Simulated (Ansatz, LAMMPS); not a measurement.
# Amorphous 73P2O5-20PbO-7Al2O3 (mol %) (88 atoms) under strain

How stiff is amorphous 73P2O5-20PbO-7Al2O3 (mol %) (88 atoms), and how do its levels respond to strain?

Main program and level: Ansatz 0.2.0; Kohn-Sham DFT, LDA, PAW (set soft_2), plane waves.

## Step 1: Set-up

The cell holds 88 atoms: 22 P, 3 Pb, 2 Al and 61 O. Its edges and angles: a = 10.745 Å, b = 10.745 Å, c = 10.745 Å, α = 90.0°, β = 90.0°, γ = 90.0°. 88 atoms (22 P, 3 Sr, 2 Al, 61 O) placed at random at 2.63 g/cm³, melted at 5000 K for 10 ps at fixed volume with the Morse and Coulomb pair potential with partial charges (Pedone, Malavasi, Menziani, Cormack and Segre, J. Phys. Chem. B 110, 11780 (2006)). Quenched from 5000 K to 300 K at 10 K/ps and fixed volume, held 10 ps at zero pressure, then minimised at fixed cell. Then Sr was replaced by Pb and the cell scaled by 1.008 (the potential has no terms for the new elements, so the cell is a start for a DFT relaxation).

What the set-up can't give: The quench rate of 10 K/ps is many orders above laboratory rates, so the cell is likely richer in defects and strain than a real sample. The starting topology of bonds comes from the classical model, and needn't be the one that DFT or experiment would give. Only the Γ point is sampled. Spin–orbit coupling is left out, which matters for the levels of the heavy elements.

## Step 2: Single point at the start

A single point comes first, to see the forces before anything moves.

input.yaml reads:

```yaml
crystal:
  lattice:
    - [10.74473, 0.0, 0.0]
    - [0.0, 10.74473, 0.0]
    - [0.0, 0.0, 10.74473]
  atoms:
    - { symbol: P, position: [0.25513, 0.88604, 0.52113] }
    - { symbol: P, position: [0.51568, 0.10202, 0.22289] }
    - { symbol: P, position: [0.09615, 0.6361, 0.50218] }
    - { symbol: P, position: [0.15445, 0.09688, 0.77995] }
    - { symbol: P, position: [0.94408, 0.39839, 0.58618] }
    - { symbol: P, position: [0.11349, 0.61655, 0.21043] }
    - { symbol: P, position: [0.67441, 0.42839, 0.68112] }
    - { symbol: P, position: [0.06595, 0.35754, 0.85308] }
    - { symbol: P, position: [0.49431, 0.84869, 0.36399] }
    - { symbol: P, position: [0.11024, 0.01041, 0.1803] }
    - { symbol: P, position: [0.09535, 0.69248, 0.80026] }
    - { symbol: P, position: [0.40053, 0.65141, 0.16914] }
    - { symbol: P, position: [0.37647, 0.62148, 0.80766] }
    - { symbol: P, position: [0.68133, 0.28808, 0.93787] }
    - { symbol: P, position: [0.75432, 0.03143, 0.82428] }
    - { symbol: P, position: [0.735, 0.75176, 0.49863] }
    - { symbol: P, position: [0.76947, 0.69349, 0.05634] }
    - { symbol: P, position: [0.34801, 0.49047, 0.54456] }
    - { symbol: P, position: [0.96466, 0.8873, 0.96688] }
    - { symbol: P, position: [0.26778, 0.24902, 0.18613] }
    - { symbol: P, position: [0.9096, 0.43367, 0.09174] }
    - { symbol: P, position: [0.37194, 0.22772, 0.65019] }
    - { symbol: Pb, position: [0.63851, 0.4281, 0.32567] }
    - { symbol: Pb, position: [0.42783, 0.92476, 0.92791] }
    - { symbol: Pb, position: [0.94511, 0.04528, 0.49395] }
    - { symbol: Al, position: [0.63943, 0.72842, 0.78185] }
    - { symbol: Al, position: [0.3963, 0.35483, 0.93296] }
    - { symbol: O, position: [0.8724, 0.97456, 0.89304] }
    - { symbol: O, position: [0.08244, 0.21065, 0.843] }
    - { symbol: O, position: [0.38504, 0.85833, 0.45848] }
    - { symbol: O, position: [0.01835, 0.58712, 0.85314] }
    - { symbol: O, position: [0.78233, 0.35258, 0.01496] }
    - { symbol: O, position: [0.8601, 0.80754, 0.467] }
    - { symbol: O, position: [0.55133, 0.30685, 0.98617] }
    - { symbol: O, position: [0.44908, 0.13346, 0.58407] }
    - { symbol: O, position: [0.04247, 0.9706, 0.05337] }
    - { symbol: O, position: [0.65498, 0.93158, 0.83342] }
    - { symbol: O, position: [0.23721, 0.34502, 0.28164] }
    - { symbol: O, position: [0.4312, 0.53623, 0.44383] }
    - { symbol: O, position: [0.61074, 0.19293, 0.2693] }
    - { symbol: O, position: [0.07204, 0.7291, 0.13702] }
    - { symbol: O, position: [0.71454, 0.77296, 0.63978] }
    - { symbol: O, position: [0.50986, 0.97872, 0.30297] }
    - { symbol: O, position: [0.27408, 0.87971, 0.66045] }
    - { symbol: O, position: [0.07801, 0.62563, 0.35125] }
    - { symbol: O, position: [0.41399, 0.51386, 0.89099] }
    - { symbol: O, position: [0.16269, 0.14842, 0.167] }
    - { symbol: O, position: [0.37319, 0.55928, 0.67274] }
    - { symbol: O, position: [0.232, 0.03941, 0.88161] }
    - { symbol: O, position: [0.23779, 0.6693, 0.82374] }
    - { symbol: O, position: [0.5352, 0.05423, 0.09163] }
    - { symbol: O, position: [0.21527, 0.54688, 0.52104] }
    - { symbol: O, position: [0.71952, 0.15148, 0.90338] }
    - { symbol: O, position: [0.19655, 0.40668, 0.84249] }
    - { symbol: O, position: [0.61632, 0.81322, 0.43296] }
    - { symbol: O, position: [0.47292, 0.72435, 0.79468] }
    - { symbol: O, position: [0.86759, 0.79883, 0.02681] }
    - { symbol: O, position: [0.68675, 0.35281, 0.80628] }
    - { symbol: O, position: [0.65129, 0.55989, 0.72597] }
    - { symbol: O, position: [0.83904, 0.56607, 0.07099] }
    - { symbol: O, position: [0.07581, 0.68417, 0.65673] }
    - { symbol: O, position: [0.29894, 0.30331, 0.05726] }
    - { symbol: O, position: [0.22678, 0.93476, 0.20156] }
    - { symbol: O, position: [0.72878, 0.61484, 0.46514] }
    - { symbol: O, position: [0.99983, 0.38117, 0.72349] }
    - { symbol: O, position: [0.19907, 0.00298, 0.4712] }
    - { symbol: O, position: [0.38638, 0.17172, 0.22493] }
    - { symbol: O, position: [0.44737, 0.74983, 0.26897] }
    - { symbol: O, position: [0.69782, 0.69046, 0.93344] }
    - { symbol: O, position: [0.33453, 0.35002, 0.57733] }
    - { symbol: O, position: [0.41648, 0.26822, 0.78135] }
    - { symbol: O, position: [0.17266, 0.76913, 0.48505] }
    - { symbol: O, position: [0.8041, 0.41199, 0.61891] }
    - { symbol: O, position: [0.39326, 0.72056, 0.04593] }
    - { symbol: O, position: [0.99302, 0.37717, 0.976] }
    - { symbol: O, position: [0.57339, 0.37991, 0.59933] }
    - { symbol: O, position: [0.24412, 0.16576, 0.68888] }
    - { symbol: O, position: [0.4808, 0.53685, 0.16647] }
    - { symbol: O, position: [0.00481, 0.0078, 0.27112] }
    - { symbol: O, position: [0.78333, 0.07812, 0.69619] }
    - { symbol: O, position: [0.25956, 0.61615, 0.20064] }
    - { symbol: O, position: [0.99443, 0.52335, 0.53372] }
    - { symbol: O, position: [0.976, 0.28405, 0.51594] }
    - { symbol: O, position: [0.04351, 0.50698, 0.14767] }
    - { symbol: O, position: [0.69624, 0.72764, 0.16912] }
    - { symbol: O, position: [0.04255, 0.80755, 0.87258] }
    - { symbol: O, position: [0.05872, 0.01873, 0.71593] }
    - { symbol: O, position: [0.87295, 0.38132, 0.21742] }
kpoints:
  mp_grid: { grid: [1, 1, 1] }
hamiltonian:
  xc: lda
scf:
  occupations: { method: gaussian, width: 0.025 }
output:
  forces: true
```

On the command line:

```sh
> ansatz run input.yaml --threads 4 --pin off --max-ram 8192MiB --backend cpu --events-out ev --progress --plain --runs-dir out
```

The program printed:

```text
[...]
Pseudopotentials: kind: paw
Pseudopotential: P, paw, valence charge 5, recommended cutoff 420 eV (normal), P.paw.azcp
Pseudopotential: Pb, paw, valence charge 14, recommended cutoff 420 eV (normal), Pb.paw.azcp
Pseudopotential: Al, paw, valence charge 3, recommended cutoff 420 eV (normal), Al.paw.azcp
Pseudopotential: O, paw, valence charge 6, recommended cutoff 420 eV (normal), O.paw.azcp
[... 3 lines on functional and potentials left out ...]
Crystal: 88 atoms, lattice volume = 1240.471 Å³
Basis set: ecut = 420 eV, 24207 PW (Γ)
Bands: 350, of which v1, the nominal top of the filled ones, is band 262 counted from 1 (261 counted from 0)
Symmetry: 1 space group operations
Space group: P1 (ITA 1), of the structure as read, at distance tolerance 1.1e-4 Å
k-points: 1
[... 13 lines on functional and potentials left out ...]
Initial density: superposition of atomic densities (neutral atoms: chi_scale 0, normalization atom), corrected by the library's trained network
Initial wavefunctions: pseudopotential atomic-orbital guess
[...]
SCF iter   1: F=—  HF=-85691.031887 eV  |F-HF|=—  |Δ(HF+E_count)|=         —  Δρ=1.26e-2  dr2=1.86e0  ethr=1.77e-3  ⟨swp⟩=7.0  Hψ=1848  notcnv=0  defer=67
preconditioner: auto → Resta (q_TF=auto, 2.363 Å⁻¹)  ε∞=3.3  [insulator: Δε(μ)=1.406 eV  Ē_g=15.980 eV  σ=0.025 eV  W_gap=1.00  n_scr=256 (ndim 8)  ℏωp=24.1 eV  f_vac=0.185  D(μ)=0.00/eV (n_scr^D=0)  ε∞_Penn≈3.3]
SCF iter   2: F=—  HF=-85690.536487 eV  |F-HF|=—  |Δ(HF+E_count)|=   4.95e-1  Δρ=4.09e-3  dr2=1.58e-1  ethr=3.56e-4  ⟨swp⟩=3.0  Hψ=577  notcnv=0  defer=84
SCF iter   3: F=—  HF=-85690.496003 eV  |F-HF|=—  |Δ(HF+E_count)|=   4.05e-2  Δρ=1.94e-3  dr2=5.35e-2  ethr=3.01e-5  ⟨swp⟩=3.0  Hψ=471  notcnv=0  defer=38
automatic band count: iteration 3 solves 304 bands in place of 350: the levels show a gap, and the empty bands left out lie too high to hold charge; the band table lists the bands solved (type scf.n_extra_bands for more)
SCF iter   4: F=—  HF=-85690.481531 eV  |F-HF|=—  |Δ(HF+E_count)|=   1.45e-2  Δρ=9.50e-4  dr2=1.03e-2  ethr=1.02e-5  ⟨swp⟩=2.0  Hψ=483  notcnv=0  defer=38
SCF iter   5: F=—  HF=-85690.479398 eV  |F-HF|=—  |Δ(HF+E_count)|=   2.13e-3  Δρ=2.83e-4  dr2=1.03e-3  ethr=1.96e-6  ⟨swp⟩=3.0  Hψ=539  notcnv=0  defer=38
[...]
SCF iter  10: F=—  HF=-85690.481271 eV  |F-HF|=—  |Δ(HF+E_count)|=   3.71e-7  Δρ=3.26e-6  dr2=2.13e-7  ethr=2.18e-10  ⟨swp⟩=3.0  Hψ=520  notcnv=0  defer=38
SCF iter  11: F=-85690.481271 eV  HF=-85690.481271 eV  |F-HF|=1.97e-8  |Δ(HF+E_count)|=   1.80e-7  Δρ=2.41e-6  dr2=7.18e-8  ethr=1.91e-11  ⟨swp⟩=6.0  Hψ=1205  notcnv=0
SCF 1 converged in 11 iterations: F = -85690.481271 eV  dr2 = 7.18e-8
[...]
SCF converged after 11 iterations
Free energy (F): -85690.481271 eV
Harris-Foulkes:  -85690.481271 eV  (|F-HF|=1.97e-8)
Internal energy: -85690.481271 eV  (E = F + TS)
E sigma→0 (E₀):  -85690.481271 eV
Fermi energy:    3.999229 eV
--- Per-component energies (eV) ---
[...]
Σ components = -85690.481271   (vs F -85690.481271, Δ=0.00e0)
--- Forces (eV/Å), atoms counted from 1 ---
  atom   1  P     -2.03424765     2.29837018     3.90040159
  atom   2  P      0.65536268     2.06421626    -3.23894193
  atom   3  P      3.56002096     0.37817098     0.64606156
  atom   4  P      0.64503897    -1.08097719     0.00116007
[...]
atom  88  O      0.13848858     0.16910781    -1.61160736
  max |Σ_I F_I| component: 2.53e-4 eV/Å
```

The job ended after 13 s (4 threads of Intel Xeon Platinum 8488C (Sapphire Rapids), shared host; peak memory 1.6 GiB; 26 s of CPU time).

The column dr2 measures how far the density is from self-consistency, as an energy; F and HF (Harris–Foulkes) agree once it is small.

The r.m.s. force at the start is 1.4 eV/Å.

(Part 1 of 4 ends here.)

[Logs are printed without paths, hosts, clocks, repeated set-up lines and the standing remarks that a program may print on its own settings, such as how far it seeks lower states.]

[Hosts, paths, dates, database ids (printed as entryN), source tags and the programs' standing remarks are cut or masked in the printed files.]
